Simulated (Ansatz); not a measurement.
# What NaCaF3 (built on the sites of a database entry of CsCaF3) distorts into

Wanted: the energy along a soft mode of NaCaF3 (built on the sites of a database entry of CsCaF3) and the structure at the end.

Program: Ansatz 0.2.0. Level of theory: DFT PBE+D3(BJ), scalar-relativistic, plane waves, PAW. Results are calculated unless marked as measured.

This is a report of a sequence of runs, with most program output left out.

The structure was built from a prototype and need not be the compound's stable phase.

## 1. Starting point

It takes space group Pm-3m (No. 221, cubic). Conventional cell: a = 4.398 Å, b = 4.398 Å, c = 4.398 Å, α = 90.00°, β = 90.00°, γ = 90.00°. Nearest to Na lie 12 F at 3.11 Å. Ca has 6 F at 2.20 Å nearest. Nearest to F lie 2 Ca at 2.20 Å. Farther neighbours and most contacts between anions are not listed.

## 2. The dispersion

The cell comes from relaxations at this level that are not shown. Stability and thermal properties need the whole zone. Linear response on a 2×2×2 q mesh gives force constants as far as a supercell of that size would, and the tensors from the zone-centre run are typed in so that the long-range dipole term is interpolated apart.

Contents of input.yaml:

```yaml
crystal:
  lattice:
    - [4.3977833632, 0.0, 0.0]
    - [0.0, 4.3977833632, 0.0]
    - [0.0, 0.0, 4.3977833632]
  atoms:
    - { symbol: Na, position: [0.0, 0.0, 0.0] }
    - { symbol: Ca, position: [0.5, 0.5, 0.5] }
    - { symbol: F, position: [0.0, 0.5, 0.5] }
    - { symbol: F, position: [0.5, 0.0, 0.5] }
    - { symbol: F, position: [0.5, 0.5, 0.0] }
kpoints:
  mp_grid: { grid: [6, 6, 6] }
hamiltonian:
  xc: pbe
  dispersion: d3bj
scf:
  occupations: { method: fixed }
output:
  eigenvalues: true
phonons:
  method: dfpt
  qmesh: [2, 2, 2]
  temperatures: { t_max: 1000, t_step: 50 }
  qpath:
    path:
      - [[0.0, 0.0, 0.0], [0.0, 0.5, 0.0], [0.5, 0.5, 0.0], [0.0, 0.0, 0.0], [0.5, 0.5, 0.5], [0.0, 0.5, 0.0]]
      - [[0.5, 0.5, 0.5], [0.5, 0.5, 0.0]]
    npoints: 10
  non_analytic_term:
    high_frequency_dielectric_tensor: [[1.9558, 0.0, 0.0], [0.0, 1.9558, 0.0], [0.0, 0.0, 1.9558]]
    born_effective_charges:
      - { species: Na, tensor: [[1.1707, 0.0, 0.0], [0.0, 1.1707, 0.0], [0.0, 0.0, 1.1707]] }
      - { species: Ca, tensor: [[2.2737, 0.0, 0.0], [0.0, 2.2737, 0.0], [0.0, 0.0, 2.2737]] }
      - { species: F, tensor: [[-1.7077, 0.0, 0.0], [0.0, -0.8683, 0.0], [0.0, 0.0, -0.8683]] }
      - { species: F, tensor: [[-0.8683, 0.0, 0.0], [0.0, -1.7077, 0.0], [0.0, 0.0, -0.8683]] }
      - { species: F, tensor: [[-0.8683, 0.0, 0.0], [0.0, -0.8683, 0.0], [0.0, 0.0, -1.7077]] }
    source: "zone-centre run at this cell"
```

On the command line:

```
$ ansatz run input.yaml --threads 4 --pin off --max-ram 7168MiB --backend cpu --events-out ev --progress --plain --runs-dir out
```

Elapsed: 4.1 min, on 4 threads of Arm Neoverse N1, shared host; peak memory 0.67 GiB; 8.9 min of CPU time.

Numbers from this step:

* gap on the k-mesh: 5.068 eV
* volume per atom: 17.01 Å³
* sum-rule residual before enforcement: 0.003758 eV/Å²
* lowest frequency on the path: -137.5 cm⁻¹
* point group: m-3m
* highest frequency on the path or at a solved wavevector: 538.3 cm⁻¹
* highest optical mode at the zone centre (no LO-TO term): 448.3 cm⁻¹
* lowest optical zone-centre mode: -124.6 cm⁻¹
* lowest mode on the q mesh (acoustic modes at Γ apart): -137.5 cm⁻¹

Frequencies (cm⁻¹) solved at each irreducible wavevector; negative means imaginary. Frequencies by wavevector, by row:

| q in reciprocal lattice units | star | mode 1 | mode 2 | mode 3 | mode 4 | mode 13 | mode 14 | mode 15 |
| --- | --- | --- | --- | --- | --- | --- | --- | --- |
| 0 0 0 | 1 | -124.6 | -124.6 | -124.6 | -67.9 | 448.3 | 448.3 | 448.3 |
| 0 0 -0.5 | 3 | -111.9 | -111.9 | -65.6 | -65.6 | 447.7 | 447.7 | 472 |
| 0 -0.5 -0.5 | 3 | -136.9 | -123.5 | -123.5 | -75.5 | 404.7 | 447.1 | 489 |
| -0.5 -0.5 -0.5 | 1 | -137.5 | -137.5 | -137.5 | -115.5 | 404.4 | 404.4 | 505.4 |

Interpolated from a 2×2×2 q mesh, rough between the solved points, with the LO-TO term (at Γ the limit along the path; where Γ stands inside the path, tables give the limit on arrival). The phonon branches at the labelled points (cm⁻¹):

| point | branch 1 | branch 2 | branch 3 | branch 4 | branch 12 | branch 13 | branch 14 | branch 15 |
| --- | --- | --- | --- | --- | --- | --- | --- | --- |
| Γ | -125 | -125 | -68 | -68 | 212 | 448 | 448 | 538 |
| halfway | -119 | -119 | -61 | -61 | 268 | 448 | 448 | 514 |
| X | -112 | -112 | -66 | -66 | 351 | 448 | 448 | 472 |
| halfway | -127 | -101 | -99 | -97 | 341 | 420 | 447 | 493 |
| M | -137 | -124 | -124 | -76 | 333 | 405 | 447 | 489 |
| halfway | -127 | -111 | -93 | -72 | 266 | 430 | 448 | 514 |
| Γ | -125 | -125 | -68 | -68 | 212 | 448 | 448 | 538 |
| halfway | -122 | -122 | -104 | -76 | 266 | 430 | 430 | 516 |
| R | -138 | -138 | -138 | -115 | 310 | 404 | 404 | 505 |
| halfway | -123 | -118 | -110 | -100 | 332 | 416 | 431 | 504 |
| X | -112 | -112 | -66 | -66 | 351 | 448 | 448 | 472 |
| jump to R | -138 | -138 | -138 | -115 | 310 | 404 | 404 | 505 |
| halfway | -137 | -124 | -124 | -100 | 322 | 404 | 425 | 503 |
| M | -137 | -124 | -124 | -76 | 333 | 405 | 447 | 489 |

Symmetry leaves 4 wavevectors to solve. The lowest mode among them, the acoustic zeros apart, lies at q = (-0.5, -0.5, -0.5) and is imaginary, 137.5i cm⁻¹, so the energy falls along it.

## 3. The mode frozen in, largest atomic shift 0 Å

The mode followed lies at q = (0, -0.5, -0.5) with frequency 136.9i cm⁻¹, one of the unstable modes though not the softest. At small amplitude the distorted cell has space group no. 127 by a symmetry search on the positions. The undistorted cell that holds it gives the zero of energy on the same k mesh.

System of this step: NaCaF3 (built on the sites of a database entry of CsCaF3). Symmetry: Pm-3m, No. 221, cubic system. Conventional cell: a = 4.398 Å, b = 4.398 Å, c = 4.398 Å, α = 90.00°, β = 90.00°, γ = 90.00°. Nearest to Na lie 12 F at 3.11 Å. Ca has 6 F at 2.20 Å nearest. Nearest to F lie 2 Ca at 2.20 Å. Nearest to F lie 2 Ca at 2.20 Å. Farther neighbours and most contacts between anions are not listed.

Contents of input.yaml:

```yaml
crystal:
  lattice:
    - [-4.3977833632, 0.0, 0.0]
    - [0.0, -4.3977833632, -4.3977833632]
    - [0.0, -4.3977833632, 4.3977833632]
  atoms:
    - { symbol: Na, position: [0.0, 0.5, 0.5] }
    - { symbol: Na, position: [0.0, 0.0, 0.0] }
    - { symbol: Ca, position: [0.5, 1.0, 0.5] }
    - { symbol: Ca, position: [0.5, 0.5, 0.0] }
    - { symbol: F, position: [0.0, 1.0, 0.5] }
    - { symbol: F, position: [0.0, 0.5, 0.0] }
    - { symbol: F, position: [0.5, 0.25, 0.75] }
    - { symbol: F, position: [0.5, 0.75, 0.25] }
    - { symbol: F, position: [0.5, 0.25, 0.25] }
    - { symbol: F, position: [0.5, 0.75, 0.75] }
kpoints:
  mp_grid: { grid: [6, 4, 4] }
hamiltonian:
  xc: pbe
  dispersion: d3bj
scf:
  occupations: { method: gaussian, width: 0.02 }
output:
  forces: true
  stress: true
  eigenvalues: true
```

Wall time 37 s (4 threads); peak memory 0.55 GiB.

Numbers from this step:

```yaml
pressure: 0.006036 GPa
energy_from_the_undistorted_cell: 0 meV/atom
```

At this level the gap is 5.07 eV on the k-mesh of the self-consistent run, which can miss the band edges.

## 4. The mode frozen in, largest atomic shift 0.6 Å

The atoms are moved along the unstable eigenvector, the largest shift by 0.6 Å, with the cell fixed.

input.yaml, the sections that differ from step 3:

```yaml
crystal:
  lattice:
    - [-4.3977833632, 0.0, 0.0]
    - [0.0, -4.3977833632, -4.3977833632]
    - [0.0, -4.3977833632, 4.3977833632]
  atoms:
    - { symbol: Na, position: [0.0, 0.5, 0.5] }
    - { symbol: Na, position: [0.0, 0.0, 0.0] }
    - { symbol: Ca, position: [0.5, 1.0, 0.5] }
    - { symbol: Ca, position: [0.5, 0.5, 0.0] }
    - { symbol: F, position: [0.0, 1.0, 0.5] }
    - { symbol: F, position: [0.0, 0.5, 0.0] }
    - { symbol: F, position: [0.5, 0.1817838158, 0.8182161842] }
    - { symbol: F, position: [0.5, 0.8182161842, 0.1817838158] }
    - { symbol: F, position: [0.5, 0.3182161842, 0.3182161842] }
    - { symbol: F, position: [0.5, 0.6817838158, 0.6817838158] }
# kpoints, hamiltonian, scf, output: as in step 3
```

It took 33 s on 4 threads; peak memory 0.54 GiB; 23 s of CPU time.

Numbers from this step:

```yaml
pressure: -2.733 GPa
gap_on_the_k_mesh: 5.423 eV
energy_from_the_undistorted_cell: -58.80 meV/atom
```

The energy, extrapolated to zero smearing, is -58.80 meV/atom against the undistorted cell.

The run ends at a pressure of -2.73 GPa, with forces up to 0.22 eV/Å.

## 5. Energy along the mode, all amplitudes (two of the runs are shown above)

An imaginary frequency means negative curvature, so the energy should fall and then rise again as anharmonic terms take over.

This step gave:

| Property | Result |
| --- | --- |
| depth at the lowest point sampled | 58.80 meV/atom |
| largest atomic shift at that point | 0.6 Å |

Energy from the parent against largest atomic shift:

| largest atomic shift (Å) | energy from the parent (meV/atom) |
| --- | --- |
| 0.000 | 0 |
| 0.040 | -0.418 |
| 0.080 | -1.66 |
| 0.140 | -5.02 |
| 0.220 | -12.0 |
| 0.320 | -23.7 |
| 0.450 | -41.4 |
| 0.600 | -58.8 |

Displacement at unit largest shift by atom:

| atom | x (Å) | y (Å) | z (Å) | size |
| --- | --- | --- | --- | --- |
| Na1 | 0.00 | 0.00 | 0.00 | 0.00 |
| Na2 | 0.00 | 0.00 | 0.00 | 0.00 |
| Ca3 | 0.00 | 0.00 | 0.00 | 0.00 |
| Ca4 | 0.00 | 0.00 | 0.00 | 0.00 |
| F5 | 0.00 | 0.00 | 0.00 | 0.00 |
| F6 | 0.00 | 0.00 | 0.00 | 0.00 |
| F7 | 0.00 | 0.00 | 1.00 | 1.00 |
| F8 | 0.00 | 0.00 | -1.00 | 1.00 |
| F9 | 0.00 | -1.00 | 0.00 | 1.00 |
| F10 | 0.00 | 1.00 | 0.00 | 1.00 |

The lowest of the steps tried is the last one, at 0.6 Å, 58.8 meV/atom below the parent; the bottom of the well need not coincide with a step.

## 6. Relaxation from the frozen mode

Starting from the lowest point found, all atoms and the cell are let go, so that strain and other modes of the same symmetry can join in.

Changes to input.yaml since step 4:

```diff
@@ -22,3 +22,3 @@
 scf:
-  occupations: { method: gaussian, width: 0.02 }
+  occupations: { method: fixed }
 output:
@@ -27 +27,6 @@
   eigenvalues: true
+relax:
+  adjacent_minimum: "off"
+  f_tol: 0.002
+  max_steps: 120
+  cell: { stress_tol: 0.03 }
```

The job ended after 4.8 min (4 threads; peak memory 0.58 GiB; 3.5 min of CPU time).

Step by step:

| step | energy less that of the first step (eV) | largest force component (eV/Å) | pressure (GPa) | volume (Å³) |
| --- | --- | --- | --- | --- |
| 1 | 0.0000 | 0.2189 | -2.73 | 170.11 |
| 2 | -0.2547 | 0.0213 | -0.54 | 158.41 |
| 3 | -0.2637 | 0.0203 | 0.04 | 156.36 |
| 4 | -0.2635 | 0.0139 | 0.08 | 156.54 |
| 5 | -0.2632 | 0.0008 | 0.00 | 156.69 |
| 6* | -0.2423 | 0.0006 | -0.33 | 156.69 |
| 7 | -0.2464 | 0.0049 | 0.03 | 155.61 |
| 8 | -0.2462 | 0.0001 | 0.01 | 155.69 |
| 9* | -0.2437 | 0.0002 | -0.02 | 155.69 |

Relaxation steps marked * repeat the geometry before them on a plane-wave basis chosen anew for their cell, so energy and pressure can jump there.

Forces are held to the 16 operations that the run works with; a distortion that breaks them can't arise in this run.

| cell as run | before | after | change |
| --- | --- | --- | --- |
| a (Å) | 4.398 | 4.352 | -1.0 % |
| b (Å) | 6.219 | 5.981 | -3.8 % |
| c (Å) | 6.219 | 5.981 | -3.8 % |
| volume (Å³/atom) | 17.01 | 15.57 | -8.5 % |

The atoms that moved most (Å, as changes of fractional coordinates times the final cell):

| atom | dx | dy | dz | length |
| --- | --- | --- | --- | --- |
| F8 | 0.000 | 0.000 | -0.174 | 0.174 |
| F9 | 0.000 | -0.174 | 0.000 | 0.174 |
| F10 | 0.000 | 0.174 | 0.000 | 0.174 |
| F7 | 0.000 | 0.000 | 0.174 | 0.174 |

Final coordinates:

```cif
data_structure
_symmetry_space_group_name_H-M 'P 1'
_symmetry_Int_Tables_number 1
_cell_length_a 4.3521
_cell_length_b 5.9810
_cell_length_c 5.9810
_cell_angle_alpha 90.000
_cell_angle_beta 90.000
_cell_angle_gamma 90.000
_cell_volume 155.69
loop_
_atom_site_label
_atom_site_type_symbol
_atom_site_fract_x
_atom_site_fract_y
_atom_site_fract_z
_atom_site_occupancy
Na1 Na 0.00000 0.50000 0.50000 1
Na2 Na 0.00000 0.00000 0.00000 1
Ca3 Ca 0.50000 0.00000 0.50000 1
Ca4 Ca 0.50000 0.50000 0.00000 1
F5 F 0.00000 0.00000 0.50000 1
F6 F 0.00000 0.50000 0.00000 1
F7 F 0.50000 0.16123 0.83877 1
F8 F 0.50000 0.83877 0.16123 1
F9 F 0.50000 0.33877 0.33877 1
F10 F 0.50000 0.66123 0.66123 1
```

This step gave:

| Quantity | Value |
| --- | --- |
| pressure | -0.01937 GPa |
| gap on the k-mesh | 5.520 eV |
| volume per atom | 15.57 Å³ |

The distorted start has space group P4/mbm; the relaxation ends in P4/mbm.

## 7. The phases reached

The phases reached along the modes that were followed are set side by side.

Energies are those of the first relaxation, on the mesh of the frozen mode; space group, volume and gap are those of the last relaxation. Phases, by row:

| mode frozen in | space group | energy from parent (meV/atom) | volume (Å³/atom) | gap on mesh (eV) | lowest zone-centre optical mode (cm⁻¹) | largest shift (Å) |
| --- | --- | --- | --- | --- | --- | --- |
| parent | Pm-3m | 0 | 17.01 | 5.068 | – | – |
| q = (-0.5, -0.5, -0.5), 138i cm⁻¹ | I4/mcm | -83.68 | 15.57 | 5.528 | – | 0.751 |
| q = (-0.5, -0.5, -0.5), 138i cm⁻¹ | R-3c | -142.6 | 15.25 | 6.296 | – | 0.755 |
| q = (-0.5, -0.5, -0.5), 138i cm⁻¹ | Imma | -145.6 | 15.04 | 6.046 | – | 0.92 |
| q = (0, -0.5, -0.5), 137i cm⁻¹ | P4/mbm | -83.17 | 15.57 | 5.52 | – | 0.751 |

## 8. Summary of results

* unstable mode of the parent: q = (0, -0.5, -0.5), 137i cm⁻¹
* depth at the lowest point sampled: 58.8 meV/atom
* largest atomic shift at that point: 0.6 Å
* space group reached (within 0.01 Å): P4/mbm
* energy gained over the parent (first relaxation, on the mesh of the frozen mode): 83.2 meV/atom
* volume per atom, phase reached: 15.6 Å³
* gap on the k-mesh, phase reached: 5.52 eV

**Reading.** Along this mode the structure falls into P4/mbm, 83.2 meV/atom below the parent. At the parent's cell the well is 58.80 meV/atom deep on the steps tried, with its lowest point at a shift of 0.6 Å. That is the last step tried, so the steps alone don't bracket the bottom of the well. Relaxing atoms and cell changes the gain by +24.37 meV/atom against the lowest step (energies at zero smearing). The modes of the phase reached were not computed on this path. Of the 4 patterns followed to their end from this parent, this one ends 62.4 meV/atom above the lowest, Imma. Another end point lies within 1 meV/atom; how such a difference moves with mesh and cutoff was not tested. Each path keeps the symmetry of its pattern, so a lower phase may lie along a pattern not tried. The q mesh stands for a supercell only 8.8 Å across, so branches between the solved wavevectors are rough. In the phonons the program treats the change of the C6 weights of the dispersion term with coordination only in part. The starting cell was built on a prototype and not taken from a measurement, so the phase need not exist.

[Logs are printed without paths, hosts, clocks, repeated set-up lines and the standing remarks that a program may print on its own settings, such as how far it seeks lower states.]

[Hosts, paths, dates, database ids (printed as entryN), source tags and the programs' standing remarks are cut or masked in the printed files.]
